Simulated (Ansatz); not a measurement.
**What SbAs (model cell, started as rocksalt type) distorts into**

Aim: this structure of SbAs (model cell, started as rocksalt type) is to be tested for unstable modes, and one is followed downhill.

Calculated with Ansatz 0.2.0; DFT PBEsol, scalar-relativistic, plane waves, PAW.

Most raw output is cut from this account.

The structure was built from a prototype and need not be the compound's stable phase.

### Step 1. The structure

Symmetry: Fm-3m, No. 225, cubic system. The conventional cell has a = 5.763 Å, b = 5.763 Å, c = 5.763 Å, α = 90.00°, β = 90.00°, γ = 90.00°. Nearest to Sb lie 6 As at 2.88 Å. Nearest to As lie 6 Sb at 2.88 Å. Farther neighbours are not listed.

### Step 2. Phonons on a q mesh

The cell comes from relaxations at this level that are not shown. Stability and thermal properties need the whole zone. Linear response on a 4×4×4 q mesh gives force constants as far as a supercell of that size would.

Contents of input.yaml:

```yaml
crystal:
  lattice:
    - [0.0, 2.8813061903, 2.8813061903]
    - [2.8813061903, 0.0, 2.8813061903]
    - [2.8813061903, 2.8813061903, 0.0]
  atoms:
    - { symbol: Sb, position: [0.0, 0.0, 0.0] }
    - { symbol: As, position: [0.5, 0.5, 0.5] }
kpoints:
  mp_grid: { grid: [12, 12, 12] }
hamiltonian:
  xc: pbesol
scf:
  occupations: { method: methfessel_paxton, width: 0.2 }
output:
  eigenvalues: true
phonons:
  method: dfpt
  qmesh: [4, 4, 4]
  temperatures: { t_max: 1000, t_step: 50 }
  qpath:
    path:
      - [[0.0, 0.0, 0.0], [0.5, 0.0, 0.5], [0.625, 0.25, 0.625]]
      - [[0.375, 0.375, 0.75], [0.0, 0.0, 0.0], [0.5, 0.5, 0.5], [0.5, 0.25, 0.75], [0.5, 0.0, 0.5]]
    npoints: 10
```

The run is started by

```
> ansatz run input.yaml --threads 4 --pin off --max-ram 7168MiB --backend cpu --events-out ev --progress --plain --runs-dir out
```

Wall time 5.1 min (4 threads of Arm Neoverse V2, shared host); peak memory 3.7 GiB; 20 min of CPU time.

This step gave:

| Item | Value |
| --- | --- |
| volume per atom | 23.92 Å³ |
| gap on the k-mesh | 0 eV |
| sum-rule residual before enforcement | 1.38e-5 eV/Å² |
| lowest frequency on the path | -143.4 cm⁻¹ |
| point group | m-3m |
| highest frequency on the path or at a solved wavevector | 184.4 cm⁻¹ |
| highest optical mode at the zone centre (no LO-TO term) | -143.4 cm⁻¹ |
| lowest optical zone-centre mode | -143.4 cm⁻¹ |
| lowest mode on the q mesh (acoustic modes at Γ apart) | -143.4 cm⁻¹ |

Frequencies (cm⁻¹) solved at each irreducible wavevector; negative means imaginary. Frequencies by wavevector, by row:

```tsv
q in reciprocal lattice units	star	mode 1	mode 2	mode 3	mode 4	mode 5	mode 6
0 0 0	1	-143.4	-143.4	-143.4	0	0	0
0 0 0.25	8	68	68	90	139.2	139.2	162.6
0 0 -0.5	4	109	109	145.9	147.2	147.2	163.7
0 0.25 0.25	6	34.6	34.6	62.8	62.8	115.4	142.3
0 0.25 -0.5	24	77.3	80.4	97.4	118.7	126.8	143.7
0 0.25 -0.25	12	55	62.6	103.7	130.9	137.4	152.4
0 -0.5 -0.5	3	42.6	42.6	62	89	100.8	100.8
0.25 -0.5 -0.25	6	61.9	61.9	96	96	115.5	143.1
```

Interpolated from a 4×4×4 q mesh. The phonon branches at the labelled points (cm⁻¹):

```tsv
point	branch 1	branch 2	branch 3	branch 4	branch 5	branch 6
Γ	-143	-143	-143	0	0	0
halfway	35	35	63	63	115	142
X	43	43	62	89	101	101
halfway	54	61	66	91	110	121
U	66	68	84	86	126	150
jump to K	66	68	84	86	126	150
halfway	49	88	89	110	150	167
Γ	-143	-143	-143	0	0	0
halfway	68	68	90	139	139	163
L	109	109	146	147	147	164
halfway	78	87	110	122	135	149
W	62	62	96	96	116	143
halfway	58	66	76	93	105	135
X	43	43	62	89	101	101
```

Symmetry leaves 8 wavevectors to solve. The lowest mode among them, the acoustic zeros apart, lies at Γ and is imaginary, 143.4i cm⁻¹, so the energy falls along it.

### Step 3. The mode frozen in, largest atomic shift 0 Å

The mode followed lies at Γ with frequency 143.4i cm⁻¹ and is 3-fold degenerate, the softest among the wavevectors solved. At small amplitude the distorted cell has space group no. 107 by a symmetry search on the positions. The undistorted cell that holds it gives the zero of energy on the same k mesh.

input.yaml, the sections that differ from step 2:

```yaml
output:
  forces: true
  stress: true
  eigenvalues: true
# crystal, kpoints, hamiltonian, scf: as in step 2
# phonons: removed
```

Wall time 0.87 s (4 threads); peak memory 0.38 GiB.

Numbers from this step:

```
pressure                         : 8.35e-5 GPa
energy from the undistorted cell : 0 meV/atom
```

The run ends at a pressure of 0.00 GPa.

### Step 4. The mode frozen in, largest atomic shift 0.14 Å

The atoms are moved along the unstable eigenvector, the largest shift by 0.14 Å, with the cell fixed.

input.yaml, the sections that differ from step 3:

```yaml
crystal:
  lattice:
    - [0.0, 2.8813061903, 2.8813061903]
    - [2.8813061903, 0.0, 2.8813061903]
    - [2.8813061903, 2.8813061903, 0.0]
  atoms:
    - { symbol: Sb, position: [0.0149489608, -0.0149489608, 0.0149489608] }
    - { symbol: As, position: [0.4757054629, 0.5242945371, 0.4757054629] }
# kpoints, hamiltonian, scf, output: as in step 3
```

It took 2.7 s on 4 threads; peak memory 0.47 GiB; 10 s of CPU time.

This step gave:

| Property | Result |
| --- | --- |
| pressure | 1.588 GPa |
| energy from the undistorted cell | -19.22 meV/atom |

The energy, extrapolated to zero smearing, is -19.22 meV/atom against the undistorted cell.

The run ends at a pressure of 1.59 GPa, with forces up to 0.013 eV/Å.

### Step 5. Energy along the mode, all amplitudes (two of the runs are shown above)

An imaginary frequency means negative curvature, so the energy should fall and then rise again as anharmonic terms take over.

Numbers from this step:

```yaml
depth_at_the_lowest_point_sampled: 19.22 meV/atom
largest_atomic_shift_at_that_point: 0.14 Å
```

Energy from the parent against largest atomic shift:

```tsv
largest atomic shift (Å)	energy from the parent (meV/atom)
0.0000	0
0.0400	-3.51
0.0800	-11.7
0.1400	-19.2
0.2200	7.07
```

Displacement at unit largest shift by atom:

```tsv
atom	x (Å)	y (Å)	z (Å)	size
Sb1	0.00	0.61	0.00	0.61
As2	0.00	-1.00	0.00	1.00
```

The lowest of the steps tried is at 0.14 Å, 19.2 meV/atom below the parent; the bottom of the well need not coincide with a step.

### Step 6. Relaxation from the frozen mode

Starting from the lowest point found, all atoms and the cell are let go, so that strain and other modes of the same symmetry can join in.

Changes to input.yaml since step 4:

```diff
@@ -18 +18,6 @@
   eigenvalues: true
+relax:
+  adjacent_minimum: "off"
+  f_tol: 0.002
+  max_steps: 120
+  cell: { stress_tol: 0.03 }
```

It took 20 s on 4 threads; peak memory 0.51 GiB; 78 s of CPU time.

The steps of the relaxation:

```tsv
step	energy less that of the first step (eV)	largest force component (eV/Å)	pressure (GPa)	volume (Å³)
1	0.0000	0.0134	1.59	47.84
2	-0.0040	0.0758	-1.29	50.28
3	-0.0090	0.0183	-0.09	49.27
4	-0.0091	0.0062	0.00	49.18
5	-0.0091	0.0032	0.00	49.19
6	-0.0091	0.0000	0.00	49.20
7*	-0.0094	0.0000	0.00	49.20
```

Relaxation steps marked * repeat the geometry before them on a plane-wave basis chosen anew for their cell, so energy and pressure can jump there.

Forces are held to the 8 operations that the run works with; a distortion that breaks them can't arise in this run.

```tsv
conventional cell, symmetrised	before	after	change
a (Å)	4.075	4.091	+0.4 %
b (Å)	4.075	4.091	+0.4 %
c (Å)	5.763	5.880	+2.0 %
volume (Å³/atom)	23.92	24.60	+2.8 %
```

The atoms that moved most (Å, as changes of fractional coordinates times the final cell):

```tsv
atom	dx	dy	dz	length
Sb1	0.000	0.022	0.000	0.022
As2	0.000	-0.022	0.000	0.022
```

The relaxed structure:

```
Sb As
1.0
     0.00000    2.94015    2.89244
     2.89244    0.00000    2.89244
     2.89244    2.94015    0.00000
Sb As
1 1
Direct
  0.01862 0.98138 0.01862
  0.47203 0.52797 0.47203
```

This step gave:

```
pressure        : -0.001041 GPa
volume per atom : 24.60 Å³
```

The distorted start has space group I4mm; the relaxation ends in I4mm.

### Step 7. The new phase in its own primitive cell

The relaxed structure is symmetrised, reduced to its primitive cell and relaxed tightly, as its phonons need.

input.yaml, the sections that differ from step 6:

```yaml
crystal:
  lattice:
    - [-2.0452662142, 2.0452662142, 2.9401515026]
    - [2.0452662142, -2.0452662142, 2.9401515026]
    - [2.0452662142, 2.0452662142, -2.9401515026]
  atoms:
    - { symbol: Sb, position: [0.018622156, 0.018622156, 0.0] }
    - { symbol: As, position: [0.4720322677, 0.4720322677, 0.0] }
kpoints:
  mp_grid: { grid: [14, 14, 14] }
relax:
  adjacent_minimum: "off"
  f_tol: 0.001
  max_steps: 60
  cell: { stress_tol: 0.01 }
# hamiltonian, scf, output: as in step 6
```

Run time: 18 s. Hardware: 4 threads; peak memory 0.57 GiB.

Little changed from the start: no atom moved by 0.005 Å and no cell edge by 0.1 %.

This step gave:

```yaml
pressure: 5.16e-4 GPa
```

The largest force component left is 0.54 meV/Å and the pressure is 0.001 GPa, within the tolerances set. The cell now holds 24.60 Å³/atom.

### Step 8. Modes of the new phase, k-mesh 14×14×14

A relaxed structure may still be a saddle point, so its zone-centre modes are computed. No field response is asked, since the mesh shows no gap.

input.yaml, the sections that differ from step 7:

```yaml
crystal:
  lattice:
    - [-2.0457995723, 2.0457995723, 2.9383852921]
    - [2.0457995723, -2.0457995723, 2.9383852921]
    - [2.0457995723, 2.0457995723, -2.9383852921]
  atoms:
    - { symbol: Sb, position: [0.0186439671, 0.0186439671, 0.0] }
    - { symbol: As, position: [0.4720104566, 0.4720104566, 0.0] }
output:
  eigenvalues: true
phonons:
  method: dfpt
# kpoints, hamiltonian, scf: as in step 7
# relax: removed
```

Elapsed: 44 s, on 4 threads; peak memory 1.4 GiB; 2.8 min of CPU time.

This step gave:

```
sum-rule residual before enforcement                    : 5.12e-5 eV/Å²
point group                                             : 4mm
highest optical mode at the zone centre (no LO-TO term) : 166.2 cm⁻¹
lowest optical zone-centre mode                         : -82.89 cm⁻¹
```

Patterns of degenerate modes are one choice out of their space. The modes at Γ (shares of kinetic energy by element, %) (negative means imaginary):

```tsv
mode	frequency (cm⁻¹)	symmetry	Sb %	As %
1	-82.9	E	38	62
2	-82.9	E	38	62
3	0.0	acoustic	62	38
4	0.0	acoustic	62	38
5	0.0	acoustic	62	38
6	166.2	A1	38	62
```

Displacements in mode 1 (-82.9 cm⁻¹), the largest set to 1:
```
Sb1 -0.62  0.00  0.00
As2  1.00  0.00  0.00
```

Displacements in mode 6 (166.2 cm⁻¹), the largest set to 1:
```
Sb1  0.00  0.00 -0.62
As2  0.00  0.00  1.00
```

Before it was imposed, the acoustic sum rule was missed by 5.1e-5 eV/Å². Small misses are needed for a sound result but don't prove that mesh and cutoff are converged. The lowest optical mode is imaginary, 82.9i cm⁻¹, so the energy falls along it.

### Step 9. Outcome

| Quantity | Value |
| --- | --- |
| unstable mode of the parent | q = (0, 0, 0), 143i cm⁻¹ |
| depth at the lowest point sampled | 19.2 meV/atom |
| largest atomic shift at that point | 0.14 Å |
| space group reached (within 0.01 Å) | I4mm |
| energy gained over the parent (first relaxation, on the mesh of the frozen mode) | 24.0 meV/atom |
| volume per atom, phase reached | 24.6 Å³ |
| lowest optical zone-centre mode, phase reached | -82.9 cm⁻¹ |
| highest optical mode at the zone centre (no LO-TO term), phase reached | 166 cm⁻¹ |

In words: Along this mode the structure falls into I4mm, 24.0 meV/atom below the parent. At the parent's cell the well is 19.22 meV/atom deep on the steps tried, with its lowest point at a shift of 0.14 Å. Relaxing atoms and cell changes the gain by +4.74 meV/atom against the lowest step (energies at zero smearing). The new phase still has an imaginary mode at the zone centre of its cell, so it is a saddle point on the way to a lower structure. Of the 3 patterns followed to their end from this parent, this one ends 17.2 meV/atom above the lowest, R3m. Each path keeps the symmetry of its pattern, so a lower phase may lie along a pattern not tried. With no gap, or one that is small against the smearing, the frequencies hang on the k mesh and the smearing, most of all near Kohn anomalies. A semilocal functional can close a gap that the real compound would have, so the metallic treatment may be an artefact of the level. Spin-orbit coupling is left out, which can matter for the heavy elements here. A phonon run warned that its eigensolver left some bands unconverged in a pass. The starting cell was built on a prototype and not taken from a measurement, so the phase need not exist.

[Logs are printed without paths, hosts, clocks, repeated set-up lines and the standing remarks that a program may print on its own settings, such as how far it seeks lower states.]

[Hosts, paths, dates, database ids (printed as entryN), source tags and the programs' standing remarks are cut or masked in the printed files.]
